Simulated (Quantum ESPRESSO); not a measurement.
# Magnetic state of MnHg from several starts, part 2 of 3

A self-consistent run ends on one state, which hangs on the start. Several orders of MnHg are started in Quantum ESPRESSO and their energies compared.

Quantum ESPRESSO 7.5; PBE; plane waves with GBRV 1.5 PBE potentials, no spin-orbit coupling.

So far, absolute magnetization (μB): step 2 (start 1: ferro +) 4.14.

## (4) Start 3: antiferro q=(0,0,1/2) +−

The cell is doubled to 4 atoms to hold this order.

pw.in

```
&CONTROL
  calculation = 'scf'
  prefix = 'pwscf'
  outdir = './tmp'
  pseudo_dir = './pseudo'
  disk_io = 'nowf'
  tprnfor = .true.
  tstress = .true.
/
&SYSTEM
  ibrav = 0
  nat = 4
  ntyp = 3
  ecutwfc = 40
  ecutrho = 280
  nbnd = 36
  occupations = 'smearing'
  smearing = 'fd'
  degauss = 0.00999582
  nspin = 2
  starting_magnetization(1) = 0.2333
  starting_magnetization(2) = -0.2333
  starting_magnetization(3) = 0
/
&ELECTRONS
  conv_thr = 8d-09
  electron_maxstep = 150
  mixing_beta = 0.3
/
ATOMIC_SPECIES
Mn1    54.9380 mn_pbe_v1.5.uspp.F.UPF
Mn2    54.9380 mn_pbe_v1.5.uspp.F.UPF
Hg    200.5920 hg_pbe_v1.uspp.F.UPF
CELL_PARAMETERS bohr
   6.2644421031    0.0000000000    0.0000000000
   0.0000000000    6.2644421031    0.0000000000
   0.0000000000    0.0000000000   12.5288842063
ATOMIC_POSITIONS crystal
Mn1     0.5000000000    0.5000000000    0.2500000000
Mn2     0.5000000000    0.5000000000    0.7500000000
Hg      0.0000000000    0.0000000000    0.0000000000
Hg      0.0000000000    0.0000000000    0.5000000000
K_POINTS automatic
8 8 4 0 0 0
```

Run with:

```
OMP_NUM_THREADS=1 mpirun -n 2 pw.x -nk 2 -in pw.in > pw.out
```

The program printed:

```text
     [... lines left out ...]
Program PWSCF v.7.5 starts
     [... lines left out ...]
     number of atoms/cell      =            4
     [... lines left out ...]
     number of electrons       =        54.00
     number of Kohn-Sham states=           36
     kinetic-energy cutoff     =      40.0000  Ry
     charge density cutoff     =     280.0000  Ry
     scf convergence threshold =      8.0E-09
     [... lines left out ...]
     16 Sym. Ops., with inversion, found ( 8 have fractional translation)
     [... lines left out ...]
     number of k points=    45  Fermi-Dirac smearing, width (Ry)=  0.0100
     [... lines left out ...]
     iteration # 14     ecut=    40.00 Ry     beta= 0.30
     [... lines left out ...]
     Magnetic moment per site  (integrated on atomic sphere of radius R)
     atom   1 (R=0.357)  charge= 13.7158  magn=  3.8658
     atom   2 (R=0.357)  charge= 13.7158  magn= -3.8657
     atom   3 (R=0.357)  charge= 10.1829  magn=  0.0000
     atom   4 (R=0.357)  charge= 10.1829  magn=  0.0000
     [... lines left out ...]
     the Fermi energy is    13.9890 ev
!    total energy              =    -637.89013215 Ry
     estimated scf accuracy    <          2.3E-09 Ry
     smearing contrib. (-TS)   =      -0.01367435 Ry
     [... lines left out ...]
     total magnetization       =     0.00 Bohr mag/cell
     absolute magnetization    =     8.26 Bohr mag/cell
     convergence has been achieved in  14 iterations
     [... lines left out ...]
     Total force =     0.000037     Total SCF correction =     0.000118
     [... lines left out ...]
          total   stress  (Ry/bohr**3)                   (kbar)     P=        0.31
     [... lines left out ...]
```

It took 68 s on 2 MPI ranks of Intel Xeon Platinum 8488C (Sapphire Rapids), shared host; peak memory 0.36 GiB; 2.3 min of CPU time.

Spin moment in the atom's sphere by atom:

```
atom  spin moment in the atom's sphere (μB)
 Mn1                                   3.87
 Mn2                                  -3.87
 Hg3                                   0.00
 Hg4                                   0.00
```

Numbers from this step:

| Quantity | Value |
| --- | --- |
| smearing term TS | 0.1860 eV |
| pressure | 0.0309 GPa |
| magnetization | 0 μB |
| absolute magnetization | 8.263 μB |
| final state | antiferromagnetic |

## (5) Run 4, typed as antiferro q=(1/2,1/2,1/2) +−

This order needs a doubled cell of 4 atoms.

Changes to pw.in since step 4:

```diff
@@ -34,11 +34,11 @@
 CELL_PARAMETERS bohr
-   6.2644421031    0.0000000000    0.0000000000
-   0.0000000000    6.2644421031    0.0000000000
-   0.0000000000    0.0000000000   12.5288842063
+  12.5288842063    0.0000000000    0.0000000000
+   6.2644421031    6.2644421031    0.0000000000
+   6.2644421031    0.0000000000    6.2644421031
 ATOMIC_POSITIONS crystal
-Mn1     0.5000000000    0.5000000000    0.2500000000
-Mn2     0.5000000000    0.5000000000    0.7500000000
+Mn1     0.7500000000    0.5000000000    0.5000000000
+Mn2     0.2500000000    0.5000000000    0.5000000000
 Hg      0.0000000000    0.0000000000    0.0000000000
-Hg      0.0000000000    0.0000000000    0.5000000000
+Hg      0.5000000000    0.0000000000    0.0000000000
 K_POINTS automatic
-8 8 4 0 0 0
+4 8 8 0 0 0
```

The program printed:

```text
     [... lines left out ...]
Program PWSCF v.7.5 starts
     [... lines left out ...]
     number of atoms/cell      =            4
     [... lines left out ...]
     number of electrons       =        54.00
     number of Kohn-Sham states=           36
     kinetic-energy cutoff     =      40.0000  Ry
     charge density cutoff     =     280.0000  Ry
     scf convergence threshold =      8.0E-09
     [... lines left out ...]
     48 Sym. Ops., with inversion, found (24 have fractional translation)
     [... lines left out ...]
     number of k points=    19  Fermi-Dirac smearing, width (Ry)=  0.0100
     [... lines left out ...]
     iteration # 14     ecut=    40.00 Ry     beta= 0.30
     [... lines left out ...]
     Magnetic moment per site  (integrated on atomic sphere of radius R)
     atom   1 (R=0.179)  charge= 13.7083  magn=  3.8907
     atom   2 (R=0.179)  charge= 13.7084  magn= -3.8907
     atom   3 (R=0.179)  charge= 10.1850  magn=  0.0000
     atom   4 (R=0.179)  charge= 10.1850  magn=  0.0000
     [... lines left out ...]
     the Fermi energy is    13.9811 ev
!    total energy              =    -637.89645837 Ry
     estimated scf accuracy    <          7.8E-09 Ry
     smearing contrib. (-TS)   =      -0.01227183 Ry
     [... lines left out ...]
     total magnetization       =     0.00 Bohr mag/cell
     absolute magnetization    =     8.30 Bohr mag/cell
     convergence has been achieved in  14 iterations
     [... lines left out ...]
     Total force =     0.000000     Total SCF correction =     0.000000
     [... lines left out ...]
          total   stress  (Ry/bohr**3)                   (kbar)     P=       -6.05
     [... lines left out ...]
```

The job ended after 50 s (2 MPI ranks; peak memory 0.31 GiB; 99 s of CPU time).

Numbers from this step:

```yaml
smearing_term_ts: 0.1670 eV
pressure: -0.6049 GPa
magnetization: 0 μB
absolute_magnetization: 8.304 μB
final_state: antiferromagnetic
largest_moment: 3.891 μB
```

## (6) Run 5, typed as no spin polarisation

pw.in

```
&CONTROL
  calculation = 'scf'
  prefix = 'pwscf'
  outdir = './tmp'
  pseudo_dir = './pseudo'
  disk_io = 'nowf'
  tprnfor = .true.
  tstress = .true.
/
&SYSTEM
  ibrav = 0
  nat = 2
  ntyp = 2
  ecutwfc = 40
  ecutrho = 280
  nbnd = 20
  occupations = 'smearing'
  smearing = 'fd'
  degauss = 0.00999582
/
&ELECTRONS
  conv_thr = 4d-09
  electron_maxstep = 150
  mixing_beta = 0.3
/
ATOMIC_SPECIES
Mn     54.9380 mn_pbe_v1.5.uspp.F.UPF
Hg    200.5920 hg_pbe_v1.uspp.F.UPF
CELL_PARAMETERS bohr
   6.2644421031    0.0000000000    0.0000000000
   0.0000000000    6.2644421031    0.0000000000
   0.0000000000    0.0000000000    6.2644421031
ATOMIC_POSITIONS crystal
Mn      0.5000000000    0.5000000000    0.5000000000
Hg      0.0000000000    0.0000000000    0.0000000000
K_POINTS automatic
8 8 8 0 0 0
```

The program printed:

```text
     [... lines left out ...]
Program PWSCF v.7.5 starts
     [... lines left out ...]
     number of atoms/cell      =            2
     [... lines left out ...]
     number of electrons       =        27.00
     number of Kohn-Sham states=           20
     kinetic-energy cutoff     =      40.0000  Ry
     charge density cutoff     =     280.0000  Ry
     scf convergence threshold =      4.0E-09
     [... lines left out ...]
     48 Sym. Ops., with inversion, found
     [... lines left out ...]
     number of k points=    35  Fermi-Dirac smearing, width (Ry)=  0.0100
     [... lines left out ...]
     iteration # 11     ecut=    40.00 Ry     beta= 0.30
     [... lines left out ...]
     the Fermi energy is    13.1931 ev
!    total energy              =    -318.84093626 Ry
     estimated scf accuracy    <          1.5E-10 Ry
     smearing contrib. (-TS)   =      -0.02336509 Ry
     [... lines left out ...]
     convergence has been achieved in  11 iterations
     [... lines left out ...]
     Total force =     0.000000     Total SCF correction =     0.000000
     [... lines left out ...]
          total   stress  (Ry/bohr**3)                   (kbar)     P=     -138.75
     [... lines left out ...]
```

Elapsed: 9.4 s, on 2 MPI ranks; peak memory 0.19 GiB; 18 s of CPU time.

This step gave:

| Quantity | Value |
| --- | --- |
| smearing term TS | 0.3179 eV |
| pressure | -13.88 GPa |
| final state | non-magnetic (no spin polarisation) |

## (7) A faulty input

As a test, an input with a fault in it is run.

pw.in

```
&CONTROL
  calculation = 'scf'
  prefix = 'pwscf'
  outdir = './tmp'
  pseudo_dir = './pseudo'
  disk_io = 'nowf'
  tprnfor = .true.
  tstress = .true.
/
&SYSTEM
  ibrav = 0
  nat = 2
  ntyp = 2
  ecutwfc = 40
  ecutrho = 280
  nbnd = 22
  occupations = 'smearing'
  smearing = 'fd'
  degauss = 0.00999582
  nspin = 2
  starting_magnetization(1) = 0.2333
  starting_magnetization(2) = 0
/
&ELECTRONS
  conv_thr = 4d-09
  electron_maxstep = 100
  mixing_beta = 0.3
/
ATOMIC_SPECIES
Mn     54.9380 mn_pbe_v1.5.uspp.F.UPF
Hg    200.5920 hg_pbe_v1.uspp.F.UPF
CELL_PARAMETERS angstrom
   3.3150000000    0.0000000000    0.0000000000
   0.0000000000    3.3150000000    0.0000000000
   0.0000000000    0.0000000000    3.3150000000
ATOMIC_POSITIONS crystal
Mn      0.5000000000    0.5000000000    0.5000000000
Hg      0.0000000000    0.0000000000    0.0000000000
K_POINTS automatic
1 1 1 0 0 0
```

Run with:

```
OMP_NUM_THREADS=1 mpirun -n 2 pw.x -in pw.in > pw.out
```

The program printed:

```text
[banner, memory and clock lines left out]
Program PWSCF v.7.5 starts

     Message from routine setup:
     using ibrav=0 with symmetry is DISCOURAGED, use correct ibrav instead

     bravais-lattice index     =            0
     lattice parameter (alat)  =       6.2644  a.u.
     unit-cell volume          =     245.8370 (a.u.)^3
     number of atoms/cell      =            2
     number of atomic types    =            2
     number of electrons       =        27.00
     number of Kohn-Sham states=           22
     kinetic-energy cutoff     =      40.0000  Ry
     charge density cutoff     =     280.0000  Ry
     scf convergence threshold =      4.0E-09
     mixing beta               =       0.3000
     number of iterations used =            8  plain     mixing
     Exchange-correlation= SLA  PW   PBE  PBE
                           (   1   4   3   4   0   0   0)

     [... lines left out ...]
     PseudoPot. # 1 for Mn read from file:
     mn_pbe_v1.5.uspp.F.UPF
     Pseudo is Ultrasoft + core correction, Zval = 15.0

     PseudoPot. # 2 for Hg read from file:
     hg_pbe_v1.uspp.F.UPF
     Pseudo is Ultrasoft + core correction, Zval = 12.0

     atomic species   valence    mass     pseudopotential
     Mn               15.00    54.93800     Mn( 1.00)
     Hg               12.00   200.59200     Hg( 1.00)

     Starting magnetic structure
     atomic species   magnetization
     Mn              0.233
     Hg              0.000

     48 Sym. Ops., with inversion, found

   Cartesian axes

     site n.     atom                  positions (alat units)
         1        Mn     tau(   1) = (   0.5000000   0.5000000   0.5000000  )
         2        Hg     tau(   2) = (   0.0000000   0.0000000   0.0000000  )

     number of k points=     1  Fermi-Dirac smearing, width (Ry)=  0.0100

     Dense  grid:    19549 G-vectors     FFT dimensions: (  36,  36,  36)

     Smooth grid:     8385 G-vectors     FFT dimensions: (  25,  25,  25)

     Check: negative core charge=   -0.000026
     Generating pointlists ...
     new r_m :   0.3572 (alat units)  2.2379 (a.u.) for type    1
     new r_m :   0.3572 (alat units)  2.2379 (a.u.) for type    2

     Initial potential from superposition of free atoms

     starting charge      26.4999, renormalised to      27.0000
     Starting wfcs are   22 randomized atomic wfcs

     Self-consistent Calculation

     iteration #  1     ecut=    40.00 Ry     beta= 0.30
     Davidson diagonalization with overlap
     ethr =  1.00E-02,  avg # of iterations =  4.0

     total energy              =    -318.94750493 Ry
     estimated scf accuracy    <       0.64821653 Ry

     total magnetization       =     3.00 Bohr mag/cell
     absolute magnetization    =     3.14 Bohr mag/cell

     [... further iterations left out ...]

     iteration # 11     ecut=    40.00 Ry     beta= 0.30
     Davidson diagonalization with overlap
     ethr =  1.16E-10,  avg # of iterations =  1.5

     Magnetic moment per site  (integrated on atomic sphere of radius R)
     atom   1 (R=0.357)  charge= 14.2093  magn=  2.9745
     atom   2 (R=0.357)  charge= 10.0257  magn=  0.0129

     End of self-consistent calculation

     [... lines left out ...]
     the Fermi energy is    17.4440 ev

!    total energy              =    -319.07449960 Ry
     estimated scf accuracy    <          1.1E-09 Ry
     smearing contrib. (-TS)   =      -0.00001785 Ry
     internal energy E=F+TS    =    -319.07448176 Ry

     The total energy is F=E-TS. E is the sum of the following terms:
     one-electron contribution =    -121.39070180 Ry
     hartree contribution      =      81.65985573 Ry
     xc contribution           =     -66.13075940 Ry
     ewald contribution        =    -213.21287629 Ry

     total magnetization       =     3.00 Bohr mag/cell
     absolute magnetization    =     3.20 Bohr mag/cell

     convergence has been achieved in  11 iterations

     Forces acting on atoms (cartesian axes, Ry/au):

     atom    1 type  1   force =     0.00000000    0.00000000    0.00000000
     atom    2 type  2   force =     0.00000000    0.00000000    0.00000000

     Total force =     0.000000     Total SCF correction =     0.000000

     Computing stress (Cartesian axis) and pressure

          total   stress  (Ry/bohr**3)                   (kbar)     P=     -129.35
  -0.00087932   0.00000000   0.00000000         -129.35        0.00        0.00
   0.00000000  -0.00087932   0.00000000            0.00     -129.35        0.00
   0.00000000   0.00000000  -0.00087932            0.00        0.00     -129.35
```

The job ended after 4.1 s (2 MPI ranks; peak memory 0.18 GiB; 7.8 s of CPU time).

The run converged, but its input is faulty, so its numbers are not to be trusted.

The fault in the input: one k-point for a small cell.

The two runs compared:

```
                   quantity  this run  same start on sound input  difference
        largest moment (μB)    2.9745                     3.8675      -0.893
         magnetization (μB)         3                      3.901      -0.901
absolute magnetization (μB)     3.195                      4.142      -0.947
```

One result that differs is the magnetization, 3 μB against 3.90 μB.

## (8) Ranking

An order is kept where moments of 0.15 μB or more survive with the typed signs; meshes match where a doubled cell samples the same k points as the first cell.

Orders:

```
                       start        final state  typed order kept  energy over the lowest (meV a seeded atom)  largest site moment (μB)  net moment (μB a cell of the first run)  mesh matched  CPU time (s)
                     ferro +      ferromagnetic               yes                                       87.39                     3.867                                    3.901           yes            27
  antiferro q=(0,1/2,1/2) +-  antiferromagnetic               yes                                       146.4                     3.875                                        0           yes         150.9
    antiferro q=(0,0,1/2) +-  antiferromagnetic               yes                                       43.04                     3.866                                        0           yes         135.4
antiferro q=(1/2,1/2,1/2) +-  antiferromagnetic               yes                                           0                     3.891                                        0           yes         98.76
        no spin polarisation       non-magnetic                 -                                        1460                         0                                        0           yes         18.41
```

## (9) The lowest state again, with its states saved

pw.in

```
&CONTROL
  calculation = 'scf'
  prefix = 'pwscf'
  outdir = './tmp'
  pseudo_dir = './pseudo'
  disk_io = 'low'
  tprnfor = .true.
  tstress = .true.
/
&SYSTEM
  ibrav = 0
  celldm(1) = 8
  nat = 4
  ntyp = 3
  ecutwfc = 40
  ecutrho = 280
  nbnd = 40
  occupations = 'smearing'
  smearing = 'fd'
  degauss = 0.00999582
  nspin = 2
  starting_magnetization(1) = 0.2333
  starting_magnetization(2) = -0.2333
  starting_magnetization(3) = 0
/
&ELECTRONS
  conv_thr = 8d-09
  electron_maxstep = 150
  mixing_beta = 0.3
/
ATOMIC_SPECIES
Mn1    54.9380 mn_pbe_v1.5.uspp.F.UPF
Mn2    54.9380 mn_pbe_v1.5.uspp.F.UPF
Hg    200.5920 hg_pbe_v1.uspp.F.UPF
CELL_PARAMETERS alat
   1.5661105257836    0.0000000000000    0.0000000000000
   0.7830552628918    0.7830552628918    0.0000000000000
   0.7830552628918    0.0000000000000    0.7830552628918
ATOMIC_POSITIONS crystal
Mn1     0.7500000000    0.5000000000    0.5000000000
Mn2     0.2500000000    0.5000000000    0.5000000000
Hg      0.0000000000    0.0000000000    0.0000000000
Hg      0.5000000000    0.0000000000    0.0000000000
K_POINTS automatic
4 8 8 0 0 0
```

Run with:

```
OMP_NUM_THREADS=1 mpirun -n 2 pw.x -nk 2 -in pw.in > pw.out
```

The program printed:

```text
     [... lines left out ...]
Program PWSCF v.7.5 starts
     [... lines left out ...]
     number of atoms/cell      =            4
     [... lines left out ...]
     number of electrons       =        54.00
     number of Kohn-Sham states=           40
     kinetic-energy cutoff     =      40.0000  Ry
     charge density cutoff     =     280.0000  Ry
     scf convergence threshold =      8.0E-09
     [... lines left out ...]
     48 Sym. Ops., with inversion, found (24 have fractional translation)
     [... lines left out ...]
     number of k points=    19  Fermi-Dirac smearing, width (Ry)=  0.0100
     [... lines left out ...]
     iteration # 12     ecut=    40.00 Ry     beta= 0.30
     [... lines left out ...]
     Magnetic moment per site  (integrated on atomic sphere of radius R)
     atom   1 (R=0.280)  charge= 13.7084  magn=  3.8907
     atom   2 (R=0.280)  charge= 13.7084  magn= -3.8907
     atom   3 (R=0.280)  charge= 10.1850  magn=  0.0000
     atom   4 (R=0.280)  charge= 10.1850  magn=  0.0000
     [... lines left out ...]
     the Fermi energy is    13.9809 ev
!    total energy              =    -637.89645837 Ry
     estimated scf accuracy    <          3.0E-09 Ry
     smearing contrib. (-TS)   =      -0.01227248 Ry
     [... lines left out ...]
     total magnetization       =     0.00 Bohr mag/cell
     absolute magnetization    =     8.30 Bohr mag/cell
     convergence has been achieved in  12 iterations
     [... lines left out ...]
     Total force =     0.000000     Total SCF correction =     0.000000
     [... lines left out ...]
          total   stress  (Ry/bohr**3)                   (kbar)     P=       -5.24
     [... lines left out ...]
```

Run time: 45 s. Hardware: 2 MPI ranks; peak memory 0.32 GiB.

This step gave:

* smearing term TS: 0.1670 eV
* pressure: -0.524 GPa
* magnetization: 0 μB
* absolute magnetization: 8.304 μB
* final state: antiferromagnetic
* largest moment: 3.891 μB

(Continued in part 3 of 3.)

[Logs and program files are shortened in this print: banners, set-up blocks, solver, clock and traceback lines can be left out without a mark of their own.]

[Logs are printed without paths, hosts, clocks, repeated set-up lines and the standing remarks that a program may print on its own settings, such as how far it seeks lower states.]

[Hosts, paths, dates, database ids (printed as entryN), source tags and the programs' standing remarks are cut or masked in the printed files.]

[Where a cell is said to come from a database of computed structures, the database is the Materials Project.]
